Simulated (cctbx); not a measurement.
## Finding the light atoms

Cell a = 8.6850 Å, b = 8.6850 Å, c = 4.5540 Å, α = 90.00°, β = 90.00°, γ = 90.00°; space group P4_2/n (no. 86, origin choice 1); content Dy2 Sn8 B8. The heavier atoms are placed; B is still missing.

The data are simulated with cctbx, not measured: Cu Kα, λ = 1.54184 Å, to d = 0.83 Å, 80 % of the full sphere, strongest reflection 20000 counts, noise from counting, a 6 % proportional error and a noise floor of 4 counts (s.d.); no absorption.

Refinement without B (map in e/Å³):

```text
Rint 0.049, 317 unique reflections to 0.83 A
cycle     R1     wR2    GooF  max shift (A)
   1  0.1271  0.3389   9.361   0.03506
   2  0.0427  0.1355   3.743   0.00000
final R1 0.0427 wR2 0.1355 GooF 3.743  parameters 5  data/parameter 63.4
atom        x        y        z      Ueq    occ   su(xyz)  su(Uiso or U11)
Dy1    0.50000  0.50000  0.50000   0.0072  1.000  0.00000  0.0006
Sn1    0.39292  0.83654  0.11289   0.0088  1.000  0.00021  0.0005
difference map: max 7.55 min -0.91 rms 0.58
Q1    0.1594  0.2797  0.3935    8    8.07  2.37 A from Sn1
Q2    0.1431  0.3608  0.8938    8    2.57  0.33 A from Sn1
Q3    0.0000  0.0000  0.0000    2    1.91  0.00 A from Dy1
Q4    0.1886  0.7702  0.4586    8    0.85  1.21 A from Sn1
Q5    0.0949  0.1564  0.0915    8    0.84  1.64 A from Dy1
Q6    0.1683  0.2561  0.0958    8    0.82  1.52 A from Sn1
Q7    0.1138  0.1876  0.5784    8    0.74  2.06 A from Sn1
Q8    0.0392  0.7880  0.5875    8    0.62  1.53 A from Sn1
```

The data are simulated with cctbx, not measured: neutrons of λ = 0.84 Å, to d = 0.7 Å, 80 % of the full sphere, strongest reflection 5000 counts, noise from counting, a 6 % proportional error and a noise floor of 4 counts (s.d.); no absorption.

Refinement without B (map in fm/Å³; only maxima are listed):

```text
Rint 0.053, 522 unique reflections to 0.70 A
cycle     R1     wR2    GooF  max shift (A)
   1  0.5057  0.8260  21.098   0.05200
   8  0.4224  0.7500  19.157   0.00000
final R1 0.4004 wR2 0.7196 GooF 18.381  parameters 5  data/parameter 104.4
atom        x        y        z      Ueq    occ   su(xyz)  su(Uiso or U11)
Dy1    0.50000  0.50000  0.50000   0.0001  1.000  0.00000  0.0021
Sn1    0.39282  0.83785  0.11464   0.0001  1.000  0.00158  0.0022
difference map: max 94.92 min -9.57 rms 3.70
Q1    0.0000  0.0000  0.0000    2   94.92  0.00 A from Dy1
Q2    0.1575  0.2768  0.3878    8   46.45  2.36 A from Sn1
Q3    0.1070  0.6650  0.3923    8   32.17  0.04 A from Sn1
Q4    0.1554  0.2691  0.6164    8    6.22  1.63 A from Sn1
Q5    0.1492  0.2776  0.1112    8    6.20  1.44 A from Sn1
Q6    0.0939  0.1733  0.0959    8    6.07  1.77 A from Dy1
Q7    0.0545  0.4133  0.8990    8    5.74  0.95 A from Sn1
Q8    0.1364  0.7833  0.3970    8    5.30  1.08 A from Sn1
```

**Question.** Where is B, and which data fix it better?

B sits at (0.7767, 0.3407, 0.8917). Adding it takes R1 from 0.043 to 0.017 with X-rays and from 0.400 to 0.022 with neutrons. Its largest coordinate s.u. is 0.00149 with X-rays and 0.00018 with neutrons, so neutrons fix it better in these data. In the X-ray map Q1 marks it. In the neutron map Q2 marks it.

Final neutron refinement:

```text
Rint 0.053, 522 unique reflections to 0.70 A
cycle     R1     wR2    GooF  max shift (A)
   1  0.1846  0.4556  11.684   0.04111
   2  0.0216  0.0568   1.458   0.00007
final R1 0.0216 wR2 0.0568 GooF 1.458  parameters 9  data/parameter 58.0
atom        x        y        z      Ueq    occ   su(xyz)  su(Uiso or U11)
Dy1    0.50000  0.50000  0.50000   0.0081  1.000  0.00000  0.0001
Sn1    0.39267  0.83657  0.11272   0.0095  1.000  0.00009  0.0001
B1     0.77665  0.34068  0.89174   0.0260  1.000  0.00018  0.0002
difference map: max 0.81 min -1.47 rms 0.12
Q1    0.0040  0.9460  0.9973    8    0.82  0.47 A from Dy1
Q2    0.1178  0.3045  0.3726    8    0.82  0.44 A from B1
Q3    0.2016  0.2534  0.4118    8    0.63  0.43 A from B1
Q4    0.1341  0.3555  0.8841    8    0.61  0.41 A from Sn1
Q5    0.0779  0.6978  0.4091    8    0.57  0.41 A from Sn1
Q6    0.0000  0.0000  0.5000    2    0.38  2.28 A from Dy1
```

The model is made up (kin elements in a known structure type, no relaxation), so it says nothing on whether the phase exists.

[Middle refinement cycles are left out of these outputs.]

[Logs are printed without paths, hosts, clocks, repeated set-up lines and the standing remarks that a program may print on its own settings, such as how far it seeks lower states.]
